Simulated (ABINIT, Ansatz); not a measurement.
Computed results, one entry a study.

**How the form of the self-energy moves the gap of LiNbO3 (R3c)**

The structure is trigonal, space group R3c (No. 161). The conventional cell has a = 5.152 Å, b = 5.152 Å, c = 13.869 Å, α = 90.00°, β = 90.00°, γ = 120.00°. Nearest to Li lie 6 O at 2.07 to 2.24 Å. Nearest to Nb lie 6 O at 1.88 to 2.13 Å. Nearest to O lie 2 Nb at 1.88 to 2.13 Å and 2 Li at 2.07 to 2.24 Å. Farther neighbours, and contacts between anions beyond the nearest, are not listed.

```xyz
10
Lattice="2.5758 1.4871 4.6230 -2.5758 1.4871 4.6230 0.0000 -2.9743 4.6230" Properties=species:S:1:pos:R:3 pbc="T T T"
Li    0.0000    0.0000    3.9041
Li    0.0000    0.0000   10.8386
Nb    0.0000    0.0000    0.0008
Nb    0.0000    0.0000    6.9353
O    -0.6338   -1.4403    5.5026
O     1.5642    0.1713    5.5026
O    -0.9305    1.2690    5.5026
O    -1.6453   -0.2181    7.8141
O     0.6338    1.5340    7.8141
O     1.0116   -1.3159    7.8141
```

* method: RPA screening on PBE, plane waves, norm-conserving pseudopotentials (and 4 further levels or steps)
* program: ABINIT 10.8.3
* settings: cutoff 37 Ha, PseudoDojo scalar-relativistic 0.4.1 standard, norm-conserving, ngkpt (4, 4, 4), nband 233, ecuteps 5.2 Ha, gwcalctyp 2, nfreqre 16, nfreqim 8, inclvkb 2, freqremax 40 eV, spmeth 1, nomegasf 120, shiftk (0, 0, 0), symchi 1, awtr 1, frequency cd, 4×4×4 k-mesh
* cost: 9 runs, 28 min in all on 16 MPI ranks of Arm Neoverse V2, shared host
* notes: The program’s warnings: Min real frequency set to default [Ha] = and nproc spkpt=  >= nkpt= * nsppol=. The cell and positions come from the Crystallography Open Database and are kept as given unless a step says otherwise. Limits: no spin-orbit coupling. Static COHSEX lies above G0W0: it lacks the factor Z and overstates the Coulomb hole of the filled states.
* G0W0, Godby-Needs plasmon pole: 5.081 eV
* G0W0, Engel-Farid plasmon pole: 5.141 eV
* G0W0, von der Linden-Horsch plasmon pole: 5.194 eV
* one-shot COHSEX: 5.790 eV
* one-shot Hartree-Fock: 14.351 eV
* G0W0, contour deformation: 5.061 eV
* known limits: short of the basis limit; no spin-orbit coupling

G0W0, Engel-Farid plasmon pole: +0.060 eV against G0W0, Godby-Needs plasmon pole. G0W0, von der Linden-Horsch plasmon pole: +0.113 eV against G0W0, Godby-Needs plasmon pole.

[Long decimals in the printed logs are rounded to 6 places.]

[Logs are printed without paths, hosts, clocks, repeated set-up lines and the standing remarks that a program may print on its own settings, such as how far it seeks lower states.]

[Paths, hosts, dates, memory and timing lines, banners, echoed tables and standing remarks are left out of the program output; an Ansatz launch command may be rebuilt from the run's recorded settings. Measured values are a selection of at most five: reports struck by readers or far from the other reports are left out. None is set beside runs whose start may be inverted or whose files or cutoffs have a known fault.]

[Runs of the session that timed out or met a known fault of the program may be left out.]

[Hosts, paths, dates, database ids (printed as entryN), source tags and the programs' standing remarks are cut or masked in the printed files.]

[G0W0 gaps are taken among the corrected bands and points alone; a level outside them can change the order at an edge.]

[Where Ansatz stands beside ABINIT at settings called matched, ABINIT's density can come from a denser mesh and the files from another edition; pairs whose starting gaps differed by over 0.03 eV were left out, so agreement reads better than it is.]
